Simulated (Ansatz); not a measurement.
## armchair BAs nanoribbon (N = 4, H edges): bands by functional and under strain

Aim: is the armchair BAs nanoribbon (N = 4, H edges) a metal or a semiconductor?

Program: Ansatz 0.2.0. Level of theory: DFT PBE, plane waves, PAW; relaxation of a wire's period, in the first sound run; inputs show where later runs differ. Results are calculated unless marked as measured.

## (1) The structure

The cell holds 12 atoms: 4 B, 4 As and 4 H. Its edges and angles: a = 14.690 Å, b = 7.000 Å, c = 5.880 Å, α = 90.0°, β = 90.0°, γ = 90.0°. Vacuum lies along a and b. The structure's axis is c.

## (2) Relaxation of atoms and period

Band widths follow the bond lengths, so the wire is relaxed first. The atoms and the third cell vector are free; the box across stays fixed as vacuum. A Fermi-Dirac smearing is set since the result may be a metal. The pressure printed is a third of the stress's trace over the whole box, vacuum included; only the stress along the axis is relaxed.

File input.yaml:

```yaml
crystal:
  lattice:
    - [14.69, 0.0, 0.0]
    - [0.0, 7.0, 0.0]
    - [0.0, 0.0, 5.88]
  atoms:
    - { symbol: B, position: [0.326687414, 0.5, 0.0] }
    - { symbol: B, position: [0.55778473, 0.5, 0.0] }
    - { symbol: As, position: [0.326687414, 0.5, 0.333333333] }
    - { symbol: As, position: [0.55778473, 0.5, 0.333333333] }
    - { symbol: H, position: [0.741129795, 0.5, 0.402210884] }
    - { symbol: H, position: [0.238257318, 0.5, 0.460884354] }
    - { symbol: B, position: [0.442236072, 0.5, 0.5] }
    - { symbol: B, position: [0.673333389, 0.5, 0.5] }
    - { symbol: As, position: [0.442236072, 0.5, 0.833333333] }
    - { symbol: As, position: [0.673333389, 0.5, 0.833333333] }
    - { symbol: H, position: [0.258891007, 0.5, 0.902210884] }
    - { symbol: H, position: [0.761763484, 0.5, 0.960884354] }
kpoints:
  mp_grid: { grid: [1, 1, 14] }
scf:
  occupations: { method: fermi_dirac, width: 0.05 }
hamiltonian:
  xc: pbe
relax:
  cell: { fix: [a, b, alpha, beta, gamma] }
  max_steps: 60
```

Started as:

```sh
> ansatz run input.yaml --threads 8 --pin off --max-ram 16384MiB --backend cpu --events-out ev --progress --plain --runs-dir out
```

Numbers of over 12 decimals in the logs are rounded to 6 here.

Log:

```text
Engine: ansatz 0.2.0, x86_64-unknown-linux-gnu
Pseudopotentials: kind: paw
Pseudopotential: B, paw, valence charge 3, recommended cutoff 420 eV (normal), B.paw.azcp
Pseudopotential: As, paw, valence charge 15, recommended cutoff 420 eV (normal), As.paw.azcp
Pseudopotential: H, paw, valence charge 1, recommended cutoff 420 eV (normal), H.paw.azcp
Functional definition: PBE
  parameter kappa = 0.804
  parameter beta = 0.066725
  exchange = pbe_x(kappa = kappa, mu = beta*pi^2/3)
  correlation = pbe_c(beta = beta)
Crystal: 12 atoms, lattice volume = 604.640 Å³
Basis set: ecut = 420 eV, 11805 PW (Γ), exchange–correlation on 200×96×80 points (8 copies of the dense FFT grid, shifted against one another)
Bands: 50, of which v1, the nominal top of the filled ones, is band 38 counted from 1 (37 counted from 0)
Symmetry: 4 space group operations
Space group: Pmc21 (ITA 26), of the structure as read, at distance tolerance 8.5e-5 Å
k-points: 8 of 14 (time reversal used)
Non-local potential: B, projectors of the file, l = 0: 2, l = 1: 2, l = 2: 1
Non-local potential: As, projectors of the file, l = 0: 2, l = 1: 2, l = 2: 3, l = 3: 1
Non-local potential: H, projectors of the file, l = 0: 2, l = 1: 1
PAW form: soft (Blöchl's): semilocal exchange-correlation on the pseudo side does not see the compensation charge
PAW one-centre angular grid: B, 110 points (default); XC on 64 Gauss nodes
PAW one-centre angular grid: As, 590 points (default); XC on 64 Gauss nodes
PAW one-centre angular grid: H, 110 points (default); XC on 64 Gauss nodes
Initial density: superposition of atomic densities (neutral atoms: chi_scale 0, normalization atom), corrected by the library's trained network
Initial wavefunctions: pseudopotential atomic-orbital guess
Functional: x = pbe(κ = 0.804, μ = 0.219515), c = pbe(β = 0.066725)
SCF iter   1: F=—  HF=-20107.815879 eV  |F-HF|=—  |Δ(HF+E_count)|=         —  Δρ=1.61e-3  dr2=3.32e-2  ethr=1.77e-3  ⟨swp⟩=7.4  Hψ=1733  notcnv=0  defer=9
preconditioner: auto → Resta (q_TF=auto, 1.931 Å⁻¹)  ε∞=1.9  [insulator: Δε(μ)=1.627 eV  Ē_g=9.582 eV  σ=0.050 eV  W_gap=1.00  n_scr=70 (ndim 8)  ℏωp=9.1 eV  f_vac=0.650  D(μ)=0.00/eV (n_scr^D=0)  ε∞_Penn≈1.9  vacuum switching on, ρ_ref=6.7e-3 e/Å³]
SCF iter   2: F=—  HF=-20107.827841 eV  |F-HF|=—  |Δ(HF+E_count)|=   1.20e-2  Δρ=8.00e-4  dr2=5.73e-3  ethr=4.37e-5  ⟨swp⟩=3.0  Hψ=612  notcnv=0  defer=45
SCF iter   3: F=—  HF=-20107.832011 eV  |F-HF|=—  |Δ(HF+E_count)|=   4.17e-3  Δρ=3.51e-4  dr2=1.50e-3  ethr=7.54e-6  ⟨swp⟩=3.0  Hψ=621  notcnv=0  defer=45
SCF iter   4: F=—  HF=-20107.833215 eV  |F-HF|=—  |Δ(HF+E_count)|=   1.20e-3  Δρ=1.23e-4  dr2=2.38e-4  ethr=1.97e-6  ⟨swp⟩=2.1  Hψ=500  notcnv=0  defer=45
SCF iter   5: F=—  HF=-20107.833230 eV  |F-HF|=—  |Δ(HF+E_count)|=   1.55e-5  Δρ=4.10e-5  dr2=1.68e-5  ethr=3.13e-7  ⟨swp⟩=2.0  Hψ=475  notcnv=0  defer=45
SCF iter   6: F=—  HF=-20107.833155 eV  |F-HF|=—  |Δ(HF+E_count)|=   7.57e-5  Δρ=1.28e-5  dr2=9.36e-7  ethr=2.21e-8  ⟨swp⟩=2.0  Hψ=508  notcnv=0  defer=45
SCF iter   7: F=—  HF=-20107.833159 eV  |F-HF|=—  |Δ(HF+E_count)|=   3.94e-6  Δρ=4.24e-6  dr2=1.23e-7  ethr=1.23e-9  ⟨swp⟩=2.0  Hψ=667  notcnv=0  defer=45
SCF iter   8: F=-20107.833159 eV  HF=-20107.833159 eV  |F-HF|=2.04e-8  |Δ(HF+E_count)|=   2.97e-7  Δρ=1.38e-6  dr2=9.47e-9  ethr=1.32e-10  ⟨swp⟩=5.0  Hψ=1230  notcnv=0
SCF 1 converged in 8 iterations: F = -20107.833159 eV  dr2 = 9.47e-9
  greatest PAW one-centre occupation: 0.999 electrons in one spin orbital (limit 2), on the As atom at site 9 (counted from 0), in its partial waves of l = 2
relax step   1: F+E_penalty+E_count = -20107.83315883 eV  Δ(F+E_penalty+E_count) = +0.000e0 eV  max|allowed force component| = 1.211e0 eV/Å  Δτ_max = 0.0000 Å  P = -0.168 GPa  Ω = 604.640 Å³  fix = [a, b, alpha, beta, gamma]  reactions: a -0.219, b +0.311 GPa  (8 SCF iters, dr2 threshold 1.00e-7 eV, accepted)
Crystal: 12 atoms, lattice volume = 608.044 Å³
Basis set: ecut = 420 eV, 11865 PW (Γ), exchange–correlation on 200×96×80 points (8 copies of the dense FFT grid, shifted against one another)
Initial density: handed on by an earlier stage of this run
Initial wavefunctions: those handed on with the density
iter 1 solved again at ethr=9.07e-5 eV; its pass at ethr=3.10e-3 eV (dr2=6.89e-2 eV) is discarded
SCF iter   1: F=—  HF=-20107.989993 eV  |F-HF|=—  |Δ(HF+E_count)|=         —  Δρ=4.57e-3  dr2=7.05e-2  ethr=9.07e-5  ⟨swp⟩=2.9  Hψ=1798  notcnv=0
preconditioner: auto → Resta (q_TF=auto, 1.929 Å⁻¹)  ε∞=1.9  [insulator: Δε(μ)=1.592 eV  Ē_g=9.680 eV  σ=0.050 eV  W_gap=1.00  n_scr=70 (ndim 8)  ℏωp=9.0 eV  f_vac=0.649  D(μ)=0.00/eV (n_scr^D=0)  ε∞_Penn≈1.9  vacuum switching on, ρ_ref=6.8e-3 e/Å³]
SCF iter   2: F=—  HF=-20107.979292 eV  |F-HF|=—  |Δ(HF+E_count)|=   1.07e-2  Δρ=2.24e-3  dr2=1.58e-2  ethr=9.07e-5  ⟨swp⟩=2.0  Hψ=475  notcnv=0
SCF iter   3: F=—  HF=-20107.978248 eV  |F-HF|=—  |Δ(HF+E_count)|=   1.04e-3  Δρ=2.78e-4  dr2=1.18e-3  ethr=2.07e-5  ⟨swp⟩=2.0  Hψ=608  notcnv=0
SCF iter   4: F=—  HF=-20107.977966 eV  |F-HF|=—  |Δ(HF+E_count)|=   2.82e-4  Δρ=1.19e-4  dr2=1.49e-4  ethr=1.55e-6  ⟨swp⟩=2.0  Hψ=512  notcnv=0
SCF iter   5: F=—  HF=-20107.977957 eV  |F-HF|=—  |Δ(HF+E_count)|=   9.20e-6  Δρ=3.21e-5  dr2=8.30e-6  ethr=1.95e-7  ⟨swp⟩=2.0  Hψ=473  notcnv=0
SCF iter   6: F=-20107.977958 eV  HF=-20107.977958 eV  |F-HF|=1.55e-7  |Δ(HF+E_count)|=   5.65e-7  Δρ=9.26e-6  dr2=5.69e-7  ethr=1.58e-9  ⟨swp⟩=5.0  Hψ=1436  notcnv=0
SCF 2 converged in 6 iterations: F = -20107.977958 eV  dr2 = 5.69e-7
relax step   2: F+E_penalty+E_count = -20107.97795768 eV  Δ(F+E_penalty+E_count) = -1.448e-1 eV  max|allowed force component| = 4.850e-1 eV/Å  Δτ_max = 0.0980 Å  P = +0.020 GPa  Ω = 608.044 Å³  energy of the carried Pulay correction = -6.798e-4 eV  fix = [a, b, alpha, beta, gamma]  reactions: a +0.177, b +0.301 GPa  (6 SCF iters, dr2 threshold 1.20e-6 eV, accepted)
Crystal: 12 atoms, lattice volume = 605.893 Å³
Basis set: ecut = 420 eV, 11845 PW (Γ), exchange–correlation on 200×96×80 points (8 copies of the dense FFT grid, shifted against one another)
iter 1 solved again at ethr=1.04e-5 eV; its pass at ethr=3.10e-3 eV (dr2=7.93e-3 eV) is discarded
SCF iter   1: F=—  HF=-20108.000225 eV  |F-HF|=—  |Δ(HF+E_count)|=         —  Δρ=1.37e-3  dr2=9.22e-3  ethr=1.04e-5  ⟨swp⟩=3.0  Hψ=1585  notcnv=0
preconditioner: auto → Resta (q_TF=auto, 1.930 Å⁻¹)  ε∞=1.9  [insulator: Δε(μ)=1.619 eV  Ē_g=9.695 eV  σ=0.050 eV  W_gap=1.00  n_scr=70 (ndim 8)  ℏωp=9.1 eV  f_vac=0.647  D(μ)=0.00/eV (n_scr^D=0)  ε∞_Penn≈1.9  vacuum switching on, ρ_ref=6.8e-3 e/Å³]
SCF iter   2: F=—  HF=-20107.998092 eV  |F-HF|=—  |Δ(HF+E_count)|=   2.13e-3  Δρ=6.27e-4  dr2=1.25e-3  ethr=1.04e-5  ⟨swp⟩=2.0  Hψ=511  notcnv=0
SCF iter   3: F=—  HF=-20107.997935 eV  |F-HF|=—  |Δ(HF+E_count)|=   1.57e-4  Δρ=1.78e-4  dr2=1.56e-4  ethr=1.64e-6  ⟨swp⟩=2.0  Hψ=484  notcnv=0
SCF iter   4: F=—  HF=-20107.997838 eV  |F-HF|=—  |Δ(HF+E_count)|=   9.69e-5  Δρ=4.30e-5  dr2=1.10e-5  ethr=2.06e-7  ⟨swp⟩=2.0  Hψ=537  notcnv=0
SCF iter   5: F=—  HF=-20107.997838 eV  |F-HF|=—  |Δ(HF+E_count)|=   5.66e-7  Δρ=1.27e-5  dr2=1.42e-6  ethr=1.58e-9  ⟨swp⟩=5.0  Hψ=1412  notcnv=0
SCF iter   6: F=-20107.997837 eV  HF=-20107.997838 eV  |F-HF|=1.36e-7  |Δ(HF+E_count)|=   3.64e-8  Δρ=4.66e-6  dr2=2.46e-7  ethr=1.58e-9  ⟨swp⟩=5.0  Hψ=1195  notcnv=0
SCF 3 converged in 6 iterations: F = -20107.997837 eV  dr2 = 2.46e-7
  greatest PAW one-centre occupation: 0.999 electrons in one spin orbital (limit 2), on the As atom at site 2 (counted from 0), in its partial waves of l = 2
relax step   3: F+E_penalty+E_count = -20107.99783746 eV  Δ(F+E_penalty+E_count) = -1.988e-2 eV  max|allowed force component| = 8.105e-2 eV/Å  Δτ_max = 0.0266 Å  P = +0.079 GPa  Ω = 605.893 Å³  energy of the carried Pulay correction = -2.506e-4 eV  fix = [a, b, alpha, beta, gamma]  reactions: a -0.013, b +0.300 GPa  (6 SCF iters, dr2 threshold 1.20e-6 eV, accepted)
[...]
relax step   4: F+E_penalty+E_count = -20107.99856812 eV  Δ(F+E_penalty+E_count) = -7.307e-4 eV  max|allowed force component| = 9.724e-3 eV/Å  Δτ_max = 0.0077 Å  P = +0.104 GPa  Ω = 605.711 Å³  energy of the carried Pulay correction = -2.144e-4 eV  fix = [a, b, alpha, beta, gamma]  reactions: a +0.010, b +0.300 GPa  (5 SCF iters, dr2 threshold 4.11e-7 eV, accepted)
Initial wavefunctions: pseudopotential atomic-orbital guess (no wavefunctions were taken with the density)
iter 1 solved again at ethr=1.96e-7 eV; its pass at ethr=3.10e-3 eV (dr2=1.49e-4 eV) is discarded
SCF iter   1: F=—  HF=-20107.998672 eV  |F-HF|=—  |Δ(HF+E_count)|=         —  Δρ=1.24e-5  dr2=1.22e-7  ethr=1.96e-7  ⟨swp⟩=3.5  Hψ=2782  notcnv=0
preconditioner: auto → Resta (q_TF=auto, 1.930 Å⁻¹)  ε∞=1.9  [insulator: Δε(μ)=1.623 eV  Ē_g=9.698 eV  σ=0.050 eV  W_gap=1.00  n_scr=70 (ndim 8)  ℏωp=9.1 eV  f_vac=0.647  D(μ)=0.00/eV (n_scr^D=0)  ε∞_Penn≈1.9  vacuum switching on, ρ_ref=6.8e-3 e/Å³]
SCF iter   2: F=—  HF=-20107.998717 eV  |F-HF|=—  |Δ(HF+E_count)|=   4.54e-5  Δρ=6.21e-6  dr2=2.62e-8  ethr=1.60e-10  ⟨swp⟩=3.0  Hψ=795  notcnv=0
SCF iter   3: F=—  HF=-20107.998770 eV  |F-HF|=—  |Δ(HF+E_count)|=   5.25e-5  Δρ=2.38e-6  dr2=7.59e-9  ethr=3.44e-11  ⟨swp⟩=2.9  Hψ=587  notcnv=0
SCF iter   4: F=—  HF=-20107.998781 eV  |F-HF|=—  |Δ(HF+E_count)|=   1.08e-5  Δρ=2.29e-7  dr2=7.91e-10  ethr=9.98e-12  ⟨swp⟩=3.0  Hψ=599  notcnv=0
SCF iter   5: F=-20107.998781 eV  HF=-20107.998780 eV  |F-HF|=1.59e-7  |Δ(HF+E_count)|=   1.59e-7  Δρ=1.39e-7  dr2=9.40e-11  ethr=1.00e-12  ⟨swp⟩=3.4  Hψ=1660  notcnv=0
SCF 5 converged in 5 iterations: F = -20107.998781 eV  dr2 = 9.40e-11
relax step   5: F+E_penalty+E_count = -20107.99878059 eV  Δ(F+E_penalty+E_count) = -2.125e-4 eV  max|allowed force component| = 9.705e-3 eV/Å  Δτ_max = 0.0000 Å  P = +0.104 GPa  Ω = 605.711 Å³  fix = [a, b, alpha, beta, gamma]  reactions: a +0.008, b +0.300 GPa  stress off target by 3.02e-3 GPa on what of the cell is left free  SCF on the basis re-selected at this cell (its energy is not comparable with the rows above)  (5 SCF iters)
basis re-selected at this cell: Δ(F+E_penalty+E_count) = -2.125e-4 eV, ΔP = -0.000 GPa vs the last step (what re-selecting the basis moved, of the pressure what is left beyond the Pulay correction that the steps carried, after the strain that the cell walked since its last selection, with what the two solves' SCF thresholds leave and, on support functions, any second-order correction that the steps lacked; it is no m [...]
SCF converged after 5 iterations
Free energy (F): -20107.998781 eV
Harris-Foulkes:  -20107.998780 eV  (|F-HF|=1.59e-7)
Internal energy: -20107.998781 eV  (E = F + TS)
E sigma→0 (E₀):  -20107.998781 eV
Entropy (-TS):   -0.000000 eV (-0.000 meV/atom)
Fermi energy:    -1.256259 eV
--- Per-component energies (eV) ---
  E_band       = -1760.973838
  E_kinetic    = 650.130103
  E_local      = -22663.275241  (includes V_loc(G=0)·N_el)
  E_nonlocal   = -2623.506407
  E_hartree    = 11237.463000
  E_xc         = -473.269984
  E_vxc        = -505.118409  (∫ρ·V_xc dr)
  E_paw        = -7662.942674  (= ΣΔE_a)
  E_vpaw       = 905.875611  (= ΣTr[D̂ρ^β])
  E_aug_tail   = -0.004952  (compensation charges beyond the density's cutoff)
  E_ewald      = 1427.407374
  E_smearing   = -0.000000  (= −TS)
  E_closure    = 0.000000  (closes the sum)
  Σ components = -20107.998781   (vs F -20107.998781, Δ=0.00e0)
--- Forces (eV/Å), atoms counted from 1 ---
  atom   1  B     -0.00970501    -0.00000000    -0.00441546
  atom   2  B     -0.00581460    -0.00000000    -0.00128977
  atom   3  As    -0.00430532    -0.00000000     0.00065010
  atom   4  As     0.00185686     0.00000000     0.00394906
  atom   5  H     -0.00061452    -0.00000000     0.00025207
  atom   6  H      0.00334306     0.00000000     0.00085399
  atom   7  B      0.00581460     0.00000000    -0.00128977
  atom   8  B      0.00970501     0.00000000    -0.00441546
  atom   9  As    -0.00185686    -0.00000000     0.00394906
  atom  10  As     0.00430532     0.00000000     0.00065010
  atom  11  H      0.00061452     0.00000000     0.00025207
  atom  12  H     -0.00334306    -0.00000000     0.00085399
  max |Σ_I F_I| component: 1.93e-8 eV/Å
--- Stress (GPa, compression-positive) ---
        0.007975       0.000000       0.000000
        0.000000       0.299944      -0.000000
        0.000000      -0.000000       0.003020
  P = ⅓ Tr σ = 0.1036 GPa (1.036 kbar)
--- Relaxed structure (4 steps of the walk, 4 accepted, 1 SCFs on fresh bases) ---
  F+E_penalty+E_count = -20107.99878059 eV   max|allowed force component| = 9.705e-3 eV/Å   (the final SCF, on the basis selected at the relaxed cell)
  cell:  # Å, volume = 605.7114 Å³
    - [14.69, 0, 0]
    - [0, 7.0, 0]
    - [0, 0, 5.890416]
  atoms:
    - { symbol: B, position: [0.326527, 0.5, 0.00210326] }
    - { symbol: B, position: [0.556657, 0.5, 0.00467966] }
    - { symbol: As, position: [0.332405, 0.5, 0.325442] }
    - { symbol: As, position: [0.558130, 0.5, 0.337939] }
    - { symbol: H, position: [0.744858, 0.5, 0.405309] }
    - { symbol: H, position: [0.244157, 0.5, 0.454289] }
    - { symbol: B, position: [0.443364, 0.5, 0.504680] }
    - { symbol: B, position: [0.673494, 0.5, 0.502103] }
    - { symbol: As, position: [0.441891, 0.5, 0.837939] }
    - { symbol: As, position: [0.667616, 0.5, 0.825442] }
    - { symbol: H, position: [0.255163, 0.5, 0.905309] }
    - { symbol: H, position: [0.755864, 0.5, 0.954289] }
```

The job ended after 9.7 s (8 threads of Intel Xeon Platinum 8488C (Sapphire Rapids), shared host; peak memory 1.4 GiB).

Step by step:

```csv
step,energy less that of the first step (eV),largest force component (eV/Å),pressure (GPa),volume (Å³)
1,0.0000,1.2111,-0.17,604.64
2,-0.1448,0.4850,0.02,608.04
3,-0.1647,0.0810,0.08,605.89
4,-0.1654,0.0097,0.10,605.71
5*,-0.1656,0.0097,0.10,605.71
```

Relaxation steps marked * repeat the geometry before them on a plane-wave basis chosen anew for their cell, so energy and pressure can jump there.

The run keeps the 4 symmetry operations that it works with, so distortions that break them were not tested.

| cell as run | before | after | change |
| --- | --- | --- | --- |
| c (Å) | 5.880 | 5.890 | +0.2 % |

The atoms that moved most (Å, along periodic axes as changes of fractional coordinates times the final cell, across vacuum about the mean position):

```csv
atom,dx,dy,dz,length
As10,-0.084,0.000,-0.046,0.096
As3,0.084,0.000,-0.046,0.096
H6,0.087,0.000,-0.039,0.095
H12,-0.087,0.000,-0.039,0.095
H5,0.055,0.000,0.018,0.058
H11,-0.055,0.000,0.018,0.058
B7,0.017,0.000,0.028,0.032
B2,-0.017,0.000,0.028,0.032
```

Numbers from this step:

| Item | Value |
| --- | --- |
| cell length along the wire | 5.890 Å |

The cell's length comes to 5.890 Å with spin left out.

[end of part 1 of 4]

[Logs are printed without paths, hosts, clocks, repeated set-up lines and the standing remarks that a program may print on its own settings, such as how far it seeks lower states.]

[Hosts, paths, dates, database ids (printed as entryN), source tags and the programs' standing remarks are cut or masked in the printed files.]
